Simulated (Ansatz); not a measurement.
# Ti2CF2 monolayer: from the cell to its phonons, part 3 of 3

Task: relax Ti2CF2 monolayer, then find its harmonic phonons.

Ansatz 0.2.0; DFT PBEsol, scalar-relativistic, plane waves, PAW.

So far. Step 4 (Tight relaxation): The largest force component left is 0.67 meV/Å, within the tolerances set. Step 5 (Zone-centre response): Before it was imposed, the acoustic sum rule was missed by 3.2e-5 eV/Å². Small misses are needed for a sound result but don't prove that mesh and cutoff are converged. The lowest optical mode is real, 201 cm⁻¹.

### Step 6. The dispersion (continued)

Tetrahedra on a 24×24×1 mesh, mean over bins of 10 cm-1. Interpolated from a 4×4×1 q mesh. Table of phonon density of states by wavenumber; read off at these points:

```csv
wavenumber (cm⁻¹),phonon density of states (1/cm⁻¹/cell)
-5,7.6e-4
15,0.0017
45,0.00316
65,0.0039
95,0.00506
115,0.0059
145,0.00761
165,0.00934
195,0.0139
215,0.0404
235,0.0789
255,0.122
265,0.111
275,0.121
285,0.0423
305,0.0678
315,0.0243
325,0.0389
335,0.0319
365,0
385,0.0258
415,0.0322
435,0.0157
465,0.00785
485,0.00279
505,0.00242
535,0
555,0
585,0
605,0
635,0
655,0.0289
685,0.0312
695,0.114
705,0.0734
```

The partial phonon density of states has structure finer than the step of the table below, so its rows give means over 25 cm⁻¹, whole bins alone (the curve runs from -11.6 to 738 cm⁻¹). Peaks (cm⁻¹: height): C 662.9: 0.0374, 695.9: 0.0933; F 257.3: 0.0783, 304.4: 0.0288, 389.3: 0.0191; Ti 276.1: 0.0527, 323.3: 0.0259, 412.9: 0.0122, 700.6: 0.0068.

Phonopy on the run's constants, 21x21x1 mesh, Gaussian sigma 5.4 cm-1. Interpolated from a 4×4×1 q mesh. Table of partial phonon density of states by wavenumber; means over each step; values in 1/cm⁻¹/cell:

```csv
wavenumber (cm⁻¹),C,F,Ti
25,1.7e-4,5.8e-4,0.00137
50,2.8e-4,9.6e-4,0.00226
75,3.2e-4,0.00113,0.00258
100,4.0e-4,0.00152,0.00341
125,4.7e-4,0.00196,0.00419
150,5.1e-4,0.00243,0.00489
175,6.0e-4,0.00356,0.00646
200,7.1e-4,0.0102,0.0120
225,9.2e-4,0.0279,0.0286
250,0.00108,0.0563,0.0420
275,0.00116,0.0503,0.0438
300,4.9e-4,0.0212,0.0198
325,5.1e-4,0.00910,0.0235
350,3.7e-5,0.00208,0.00726
375,1.0e-4,0.00882,0.00283
400,2.8e-4,0.0171,0.00897
425,2.1e-4,0.0134,0.00922
450,1.9e-4,0.00674,0.00392
475,9.9e-5,0.00272,0.00195
500,1.5e-5,0.00112,0.00134
525,8.4e-7,4.0e-4,5.2e-4
550,0,5.6e-7,5.6e-7
575,0,0,0
600,0,0,0
625,2.9e-6,0,0
650,0.0141,3.5e-5,9.9e-4
675,0.0267,8.5e-5,0.00213
700,0.0674,1.1e-4,0.00500
725,0.00307,2.8e-6,3.0e-4
```

Harmonic thermodynamic functions per atom, from the density of states. Interpolated from a 4×4×1 q mesh. Thermodynamic functions, by row:

```csv
T (K),F_vib (meV/atom),S (J/mol-atom/K),C_V (J/mol-atom/K)
0,67,0,0
100,66.09,2.972,6.735
200,59.11,10.59,15.19
300,44.39,17.61,19.23
400,23.02,23.46,21.3
500,-3.9,28.35,22.45
600,-35.49,32.51,23.14
700,-71.09,36.11,23.58
800,-110.2,39.28,23.88
900,-152.4,42.1,24.09
1000,-197.4,44.65,24.24
```

Symmetry leaves 4 wavevectors to solve. The lowest mode among them, the acoustic zeros apart, lies at q = (0, 0.25, 0) and is real, 116 cm⁻¹.

### Step 7. Another isotope, element C, natural mass 12.011 amu

An isotope changes the mass and not the force constants, so no new electronic calculation is needed; the shifts show which modes move this element.

The same force constants with the mass of C changed from 12.011 to 13.003 u (phonopy, no LO-TO term). Both lists are sorted by frequency; levels can cross, so a row need not hold one and the same mode. Modes under 3 cm⁻¹ are left out. Isotope shifts, by row, the first 40 of 57 rows:

```csv
q,rank,natural mass (cm⁻¹),changed mass (cm⁻¹)
0 0 0,4,201.1,201.1
0 0 0,5,201.1,201.1
0 0 0,6,268.9,268.9
0 0 0,7,268.9,268.9
0 0 0,8,275.2,275
0 0 0,9,275.2,275
0 0 0,10,291.7,291.7
0 0 0,11,471.9,470.9
0 0 0,12,522.6,522.6
0 0 0,13,699.5,676
0 0 0,14,706.1,681.5
0 0 0,15,706.1,681.5
0 0.25 0,1,116.3,115.9
0 0.25 0,2,144.4,144
0 0.25 0,3,218.3,218.3
0 0.25 0,4,222,221.6
0 0.25 0,5,254.1,254
0 0.25 0,6,257.5,257.5
0 0.25 0,7,262.5,262.4
0 0.25 0,8,282.3,282.1
0 0.25 0,9,306.6,306.4
0 0.25 0,10,337.4,337.4
0 0.25 0,11,434.9,434.6
0 0.25 0,12,446,445.8
0 0.25 0,13,676.9,653.1
0 0.25 0,14,702.6,677.4
0 0.25 0,15,704.6,679.6
0 -0.5 0,1,224.1,224.1
0 -0.5 0,2,228.6,228.6
0 -0.5 0,3,234,233.5
0 -0.5 0,4,234,233.7
0 -0.5 0,5,253.5,253.5
0 -0.5 0,6,265.4,265
0 -0.5 0,7,269.4,269.4
0 -0.5 0,8,295.4,295.2
0 -0.5 0,9,295.9,295.9
0 -0.5 0,10,318.6,318.3
0 -0.5 0,11,389.1,388.7
0 -0.5 0,12,413.6,413.6
0 -0.5 0,13,659.3,635.5
```

A mode of this element alone would shift by -3.89 %. The highest zone-centre frequency without the field goes from 706.1 to 681.5 cm⁻¹ (-3.5 %). The product of the frequency ratios over all optical modes at Γ is 0.897; the product rule, (m/m′)^(3k/2) (M′/M)^(3/2) with k = 1 such atoms and M the mass of the cell, gives 0.897.

### Step 8. Isotope substitution, element Ti, natural mass 47.867 amu

The same for Ti, from 47.87 to 49.94 u.

A mode of this element alone would shift by -2.10 %. The highest zone-centre frequency without the field goes from 706.1 to 704.7 cm⁻¹ (-0.2 %). The product of the frequency ratios over all optical modes at Γ is 0.918; the product rule, (m/m′)^(3k/2) (M′/M)^(3/2) with k = 2 such atoms and M the mass of the cell, gives 0.918.

### Step 9. Outcome

```
space group after relaxation (within 0.01 Å)            : P-3m1
area per atom                                           : 1.58 Å²
electronic character                                    : no gap on this mesh
highest optical mode at the zone centre (no LO-TO term) : 705 cm⁻¹
lowest optical zone-centre mode                         : 201 cm⁻¹
lowest mode on the q mesh (acoustic modes at Γ apart)   : 116 cm⁻¹
highest frequency on the path or at a solved wavevector : 707 cm⁻¹
zero-point energy per atom                              : 67 meV
heat capacity at 300 K                                  : 19.2 J/(mol atoms K)
vibrational entropy at 300 K                            : 17.6 J/(mol atoms K)
imaginary modes on the 4×4×1 q mesh                     : none
```

The structure is a minimum as far as tested: no mode is imaginary at the 4 irreducible wavevectors of the 4×4×1 mesh, and the softest away from the acoustic zeros lies at 116 cm⁻¹. The optical modes at Γ span 201 to 705 cm⁻¹. The highest mode in this list at Γ, 705.3 cm⁻¹, is mostly motion of C (90 % of the kinetic energy). On the path and the mesh, the widest gap between branches runs from 523 to 656 cm⁻¹. With no gap, or one that is small against the smearing, the frequencies hang on the k mesh and the smearing, most of all near Kohn anomalies. In a sheet or slab the interpolated bending branch near Γ is rough, since the rotational sum rule isn't imposed. The starting cell was built on a prototype and not taken from a measurement. These are harmonic frequencies at zero temperature: anharmonic shifts, linewidths and thermal expansion are left out.

[Logs are printed without paths, hosts, clocks, repeated set-up lines and the standing remarks that a program may print on its own settings, such as how far it seeks lower states.]

[Hosts, paths, dates, database ids (printed as entryN), source tags and the programs' standing remarks are cut or masked in the printed files.]
